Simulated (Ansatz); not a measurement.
# Sensitivity of the G0W0 gap of TeAs2S2 (tetradymite) (R-3m)

Aim: change settings of a G0W0 run on TeAs2S2 (tetradymite) (R-3m) and see what moves.

Calculated with Ansatz 0.2.0; G0W0 on PBE, plane waves, PAW.

The structure was built from a prototype and need not be the compound's stable phase.

**1. The structure**

Symmetry: R-3m, No. 166, trigonal system. The conventional cell has a = 3.759 Å, b = 3.759 Å, c = 27.076 Å, α = 90.00°, β = 90.00°, γ = 120.00°. As has 3 S at 2.52 Å and 3 Te at 2.93 Å nearest. S has 3 As at 2.52 Å nearest. Nearest to Te lie 6 As at 2.93 Å. Farther neighbours and most contacts between anions are not listed.

The structure was relaxed with PBE-D3(BJ). The structure type comes from a generator and need not be one that this composition takes. The runs that relaxed it are not among those shown. Spin-orbit coupling is left out unless a step names it. The default PAW set here is soft_2. Its files were made with PBE.

**2. The base run: 6×6×6 mesh, 116 empty bands, screening to 60 eV**

Now the one-shot GW correction: screening in the RPA, then the self-energy of the levels asked for.

Contents of input.yaml:

```yaml
crystal:
  lattice:
    - [1.8797108042, 1.0852515388, 9.0251901195]
    - [-1.8797108042, 1.0852515388, 9.0251901195]
    - [0.0, -2.1705030777, 9.0251901195]
  atoms:
    - { symbol: As, position: [0.4058369195, 0.4058369195, 0.4058369195] }
    - { symbol: As, position: [0.5941630805, 0.5941630805, 0.5941630805] }
    - { symbol: S, position: [0.2131932066, 0.2131932066, 0.2131932066] }
    - { symbol: S, position: [0.7868067934, 0.7868067934, 0.7868067934] }
    - { symbol: Te, position: [0.0, 0.0, 0.0] }
kpoints:
  mp_grid: { grid: [6, 6, 6] }
hamiltonian:
  xc: pbe
scf:
  occupations: { method: fixed }
gw:
  n_empty_bands: 116
  ecut_chi: 60
  qp_bands: [v2, c2]
  qp_kpoints: band_edges
  screening: { model: contour_deformation }
```

On the command line:

```sh
ansatz run input.yaml --threads 3 --pin off --max-ram 64512MiB --backend cuda --events-out ev --progress --plain --runs-dir out --devices 1 --max-vram 24GiB  # rebuilt from the run's record
```

Numbers of over 12 decimals in the logs are rounded to 6 here.

Log:

```text
GPUs: using 1 of 1 available (devices: 1).
Engine: ansatz 0.2.0, x86_64-unknown-linux-gnu
Pseudopotentials: kind: paw
Pseudopotential: As, paw, valence charge 15, recommended cutoff 420 eV (normal), As.paw.azcp
Pseudopotential: S, paw, valence charge 6, recommended cutoff 420 eV (normal), S.paw.azcp
Pseudopotential: Te, paw, valence charge 16, recommended cutoff 420 eV (normal), Te.paw.azcp
Functional definition: PBE
  parameter kappa = 0.804
  parameter beta = 0.066725
  exchange = pbe_x(kappa = kappa, mu = beta*pi^2/3)
  correlation = pbe_c(beta = beta)
device memory: the entry about to start is reckoned to put 2.7 GiB on a device that reports 67.0 GiB free (of which the cap on the GPU budget leaves the run 24.0 GiB)
GPU FFT provider: cuFFT
GPU libraries: cuBLAS 13.8.2, cuFFT 12.4.0, cuSOLVER 12.3.4
Crystal: 5 atoms, lattice volume = 110.466 Å³
Basis set: ecut = 420 eV, 2167 PW (Γ)
Bands: 35, of which v1, the nominal top of the filled ones, is band 29 counted from 1 (28 counted from 0)
Symmetry: 12 space group operations
Space group: R-3m (ITA 166), of the structure as read, at distance tolerance 4.8e-5 Å
k-points: 32 of 216
Non-local potential: As, projectors of the file, l = 0: 2, l = 1: 2, l = 2: 3, l = 3: 1
Non-local potential: S, projectors of the file, l = 0: 2, l = 1: 2, l = 2: 2
Non-local potential: Te, projectors of the file, l = 0: 2, l = 1: 2, l = 2: 2, l = 3: 2
PAW form: soft (Blöchl's): semilocal exchange-correlation on the pseudo side does not see the compensation charge
PAW one-centre angular grid: As, 590 points (default); XC on 64 Gauss nodes
PAW one-centre angular grid: S, 110 points (default); XC on 64 Gauss nodes
PAW one-centre angular grid: Te, 590 points (default); XC on 64 Gauss nodes
Initial density: superposition of atomic densities (neutral atoms: chi_scale 0, normalization atom), corrected by the library's trained network
Initial wavefunctions: pseudopotential atomic-orbital guess
GPU buffer pool allocated for 262144 grid points (all kernels)
GPU transforms: local potential and band sums: pruned to the plane-wave sphere, on 64×64×64
Functional: x = pbe(κ = 0.804, μ = 0.219515), c = pbe(β = 0.066725)
SCF iter   1: F=—  HF=-18496.071465 eV  |F-HF|=—  |Δ(HF+E_count)|=         —  Δρ=3.41e-3  dr2=4.50e-2  ethr=1.77e-3  ⟨swp⟩=5.0  Hψ=4009  notcnv=0  defer=115
preconditioner: auto → Resta (q_TF=auto, 2.451 Å⁻¹)  ε∞=5.4  [insulator: Δε(μ)=0.843 eV  Ē_g=8.873 eV  n_scr=30 (ndim 8)  ℏωp=18.7 eV  f_vac=0.010  ε∞_Penn≈5.4]
SCF iter   2: F=—  HF=-18496.066284 eV  |F-HF|=—  |Δ(HF+E_count)|=   5.18e-3  Δρ=1.10e-3  dr2=3.68e-3  ethr=7.76e-5  ⟨swp⟩=2.7  Hψ=1489  notcnv=0  defer=126
SCF iter   3: F=—  HF=-18496.066162 eV  |F-HF|=—  |Δ(HF+E_count)|=   1.21e-4  Δρ=6.50e-4  dr2=4.11e-4  ethr=6.35e-6  ⟨swp⟩=2.0  Hψ=1308  notcnv=0  defer=125
[...]
E_band       = -738.641116
  E_kinetic    = 595.551150
  E_local      = -5947.251449  (includes V_loc(G=0)·N_el)
  E_nonlocal   = -1593.750171
  E_hartree    = 3282.631800
  E_xc         = -476.362686
  E_vxc        = -436.525537  (∫ρ·V_xc dr)
  E_paw        = -9530.734305  (= ΣΔE_a)
  E_vpaw       = 78.074504  (= ΣTr[D̂ρ^β])
  E_aug_tail   = -0.000163  (compensation charges beyond the density's cutoff)
  E_ewald      = -4826.150587
  E_smearing   = -0.000000  (= −TS)
  E_closure    = -0.000000  (closes the sum)
  Σ components = -18496.066412   (vs F -18496.066412, Δ=0.00e0)
--- Band table (eV; the first three rows and the last of 32) ---
  k-point 0: bands = [... 25 lower, 6.9075, 8.7926, 8.7926, 8.9242, 9.8964, 9.8964, 9.9590, 11.7132, ... 2 higher]
  k-point 1: bands = [... 25 lower, 7.8336, 7.9512, 8.5842, 8.7288, 10.1914, 10.6605, 10.6784, 11.7972, ... 2 higher]
  k-point 2: bands = [... 25 lower, 6.4847, 7.5875, 8.3357, 8.5000, 10.0042, 10.7681, 11.2914, 12.3376, ... 2 higher]
  k-point 31: bands = [... 25 lower, 7.5142, 8.6816, 8.6816, 8.9062, 9.9304, 10.2162, 10.2162, 11.4042, ... 2 higher]
--- G₀W₀: contour deformation, 7 samples at zero and on the imaginary axis and 1 off it, 216 q-points, 116 empty bands' worth ---
  eigenvalues of the whole cell's RPA ε∞ on this k-mesh (on a slab, of 1 + 4πα/V) = 21.0313, 47.4041, 47.4041; static W/v taken at q = 0 is -0.003499
  gw.qp_kpoints: band_edges: 24 of 32 stored k-points solved, in 1 pass; an edge of the gap read off the rows below is read off those points alone
    valence top: of the k-points left out ik 11 came nearest to being solved in a further pass, in band 29 (counted from 1, as in the quasiparticle table): it holds the edge there only if its correction is more favourable than any solved in that band by at least 0.564 eV; those differ by 0.232 eV
    conduction bottom: of the k-points left out ik 22 came nearest to being solved in a further pass, in band 30 (counted from 1, as in the quasiparticle table): it holds the edge there only if its correction is more favourable than any solved in that band by at least 0.514 eV; those differ by 0.108 eV
    ik  band        ε_KS         Σx   Σc(E_QP)       V_xc       Z   E_QP_lin       E_QP  E_QP is
     0    28      8.7926   -15.4773     1.0484   -14.5064  0.7508     8.8699     8.8701  root
     0    29      8.9242   -16.4350     1.1000   -15.5773  0.7282     9.1655     9.1664  root
     0    30      9.8964   -11.1387    -2.6325   -14.0949  0.7491    10.2217    10.2201  root
     0    31      9.8964   -11.1387    -2.6325   -14.0949  0.7491    10.2217    10.2201  root
     1    28      8.5842   -15.8062     1.3211   -14.5637  0.7445     8.6627     8.6629  root
     1    29      8.7288   -16.4968     1.1828   -15.5209  0.7383     8.9350     8.9358  root
     1    30     10.1914   -11.3446    -2.9905   -14.7056  0.7401    10.5661    10.5619  root
     1    31     10.6605   -11.4396    -2.9991   -14.8105  0.7347    11.0361    11.0322  root
[...]
31    28      8.6816   -15.3537     1.0687   -14.3612  0.7487     8.7577     8.7578  root
    31    29      8.9062   -17.3041     1.5376   -16.0057  0.7246     9.1444     9.1454  root
    31    30      9.9304   -10.8326    -3.2730   -14.4958  0.7586    10.3238    10.3206  root
    31    31     10.2162   -11.2746    -2.8156   -14.4322  0.7423    10.5610    10.5583  root
[key lines of the parts left out:]
SCF converged after 7 iterations
Free energy (F): -18496.066412 eV
Fermi energy:    8.963115 eV
```

Run time: 59 s. Hardware: 1 × NVIDIA H100 80GB HBM3 (shared by 3 runs) with 3 threads of AMD EPYC 7R13 (Zen 3), shared host; peak memory 1.4 GiB; 1.8 min of CPU time.

This step gave:

* bands summed: 145
* RPA ε∞ on this mesh (eigenvalues): 21.03, 47.40, 47.40
* plane waves in the screening matrix: 125
* q-points in the mesh: 216
* G0W0 gap on the mesh: 0.8932 eV
* k of the valence top: 0.3333, 0.3333, -0.5
* k of the conduction bottom: 0, 0, -0.5
* starting gap on the mesh: 0.8178 eV
* Z at the valence top: 0.7358
* Z at the conduction bottom: 0.7592
* least direct G0W0 gap on the computed points: 0.9763 eV

The gap on the mesh goes from 0.82 eV to 0.89 eV, a correction of +0.08 eV. Between the two edge states, bare exchange in place of the xc potential would open the gap by 4.08 eV, and correlation takes back 4.01 eV.

**3. Variant: static remainder**

This step: G0W0 on PBE, plane waves, norm-conserving pseudopotentials.

Changes to input.yaml since step 2:

```diff
@@ -12,5 +12,6 @@
 kpoints:
-  mp_grid: { grid: [6, 6, 6] }
+  mp_grid: { grid: [4, 4, 4] }
 hamiltonian:
   xc: pbe
+  pseudopotentials: { kind: nc }
 scf:
@@ -19,3 +20,3 @@
   n_empty_bands: 116
-  ecut_chi: 60
+  ecut_chi: 100
   qp_bands: [v2, c2]
@@ -23 +24,2 @@
   screening: { model: contour_deformation }
+  static_remainder: true
```

Log:

```text
Warning: gw takes pair_densities: pseudo, which can misplace gaps by tens of per cent, since gw.static_remainder lacks the terms of the atoms
GPUs: using 1 of 1 available (devices: 1).
[...]
GPU FFT provider: cuFFT
GPU libraries: cuBLAS 13.8.2, cuFFT 12.4.0, cuSOLVER 12.3.4
Crystal: 5 atoms, lattice volume = 110.466 Å³
Basis set: ecut = 1142.878222 eV, 9691 PW (Γ)
Bands: 35, of which v1, the nominal top of the filled ones, is band 29 counted from 1 (28 counted from 0)
Symmetry: 12 space group operations
[...]
k-points: 13 of 64
[...]
GPU buffer pool allocated for 1259712 grid points (all kernels)
[...]
SCF iter   1: F=—  HF=-9224.240715 eV  |F-HF|=—  |Δ(HF+E_count)|=         —  Δρ=4.03e-2  dr2=1.47e1  ethr=3.10e-3  ⟨swp⟩=5.0  Hψ=1622  notcnv=0  defer=42
[...]
SCF iter   9: F=-9222.414499 eV  HF=-9222.414499 eV  |F-HF|=1.61e-8  |Δ(HF+E_count)|=   2.62e-7  Δρ=2.36e-6  dr2=1.13e-8  ethr=1.72e-10  ⟨swp⟩=12.0  Hψ=1833  notcnv=0
SCF 1 converged in 9 iterations: F = -9222.414499 eV  dr2 = 1.13e-8
[...]
NSCF: frozen V_eff on 13 k-points
[...]
G₀W₀ screening: q 1/13
[... further progress lines ...]
[...]
SCF converged after 9 iterations
Free energy (F): -9222.414499 eV
[...]
Internal energy: -9222.414499 eV  (E = F + TS)
E sigma→0 (E₀):  -9222.414499 eV
Fermi energy:    9.155805 eV
[...]
--- Band table (eV; the first three rows and the last of 13) ---
  k-point 0: bands = [... 25 lower, 7.1093, 8.9996, 8.9996, 9.1269, 10.0933, 10.0933, 10.1595, 11.9159, ... 2 higher]
  k-point 1: bands = [... 25 lower, 7.3673, 8.1689, 8.6722, 8.8918, 10.4016, 10.9729, 11.0121, 12.4413, ... 2 higher]
  k-point 2: bands = [... 25 lower, 5.9924, 6.9030, 8.4009, 8.6575, 9.9823, 10.8570, 12.2512, 12.6030, ... 2 higher]
  k-point 12: bands = [... 25 lower, 7.7212, 8.8879, 8.8879, 9.1047, 10.1330, 10.4125, 10.4125, 11.6086, ... 2 higher]
[...]
static-remainder magnitude (band-truncation diagnostic): 0.8388 eV
[...]
0    28      8.9996   -14.5048     1.2148   -12.5799  0.7467     8.2801     8.2895  root
     0    29      9.1269   -14.8079     1.0264   -13.3564  0.7230     8.6984     8.7018  root
     0    30     10.0933   -10.0414    -2.8189   -12.4540  0.7456     9.6889     9.6870  root
     0    31     10.0933   -10.0414    -2.8189   -12.4540  0.7456     9.6889     9.6870  root
     1    28      8.6722   -14.8044     1.5383   -12.6124  0.7390     8.0083     8.0184  root
     1    29      8.8918   -14.5412     0.8787   -13.1187  0.7344     8.3411     8.3479  root
     1    30     10.4016    -9.5243    -3.2750   -12.4004  0.7450    10.0051    10.0026  root
     1    31     10.9729    -9.9285    -3.3257   -12.8553  0.7374    10.5769    10.5741  root
[...]
12    28      8.8879   -14.5057     1.2888   -12.5067  0.7444     8.1663     8.1778  root
    12    29      9.1047   -15.4813     1.3743   -13.6495  0.7197     8.6428     8.6472  root
    12    30     10.1330    -9.7452    -3.4008   -12.6315  0.7543     9.6224     9.6185  root
    12    31     10.4125    -9.9811    -3.0583   -12.6554  0.7379    10.0309    10.0285  root
```

Elapsed: 18 s, on 1 × NVIDIA H100 80GB HBM3 (shared by 3 runs) with 3 threads; peak memory 1.7 GiB.

Against the base:

| setting | base | variant |
| --- | --- | --- |
| files | default PAW | norm-conserving |
| mesh | 6×6×6 | 4×4×4 |
| screening cutoff (eV) | 60 | 100 |
| static remainder | - | true |

| quantity | variant | base |
| --- | --- | --- |
| starting gap on the mesh | 0.826 | 0.818 |
| G0W0 gap on the mesh | 0.869 | 0.893 |
| least direct G0W0 gap on the computed points | 0.933 | 0.976 |
| Z at the valence top | 0.723 | 0.736 |
| Z at the conduction bottom | 0.757 | 0.759 |

**4. Summary of results**

| Quantity | Value |
| --- | --- |
| base | 0.89 eV, 59 s |
| static remainder | 0.87 eV, 18 s |

**Reading.** Static remainder: the gap moves by −0.02 eV and the time by a factor of 0.30 (the plane-wave cutoff goes from 420 to 1142.88 eV); such settings are too crude to quote. The variant differs from the base in files, mesh, screening cutoff and static remainder together, so the change can't be laid to one of them. This option needs pseudo pair densities, which the log warns can misplace gaps. All runs here use a coarse mesh and modest cutoffs; they test settings and are not final values. The RPA ε∞ on this mesh reaches over 25; with a narrow direct gap a coarse mesh can overstate it, and the correction is then too small. The many-body steps are scalar-relativistic: spin-orbit coupling is not in them.

[Paths, hosts, dates, memory and timing lines, banners, echoed tables and standing remarks are left out of the program output.]

[Logs are printed without paths, hosts, clocks, repeated set-up lines and the standing remarks that a program may print on its own settings, such as how far it seeks lower states.]

[Runs of the session that timed out or met a known fault of the program may be left out.]

[Cells called generated may have been cut or substituted from an entry of the Crystallography Open Database or the Materials Project.]

[Hosts, paths, dates, database ids (printed as entryN), source tags and the programs' standing remarks are cut or masked in the printed files.]
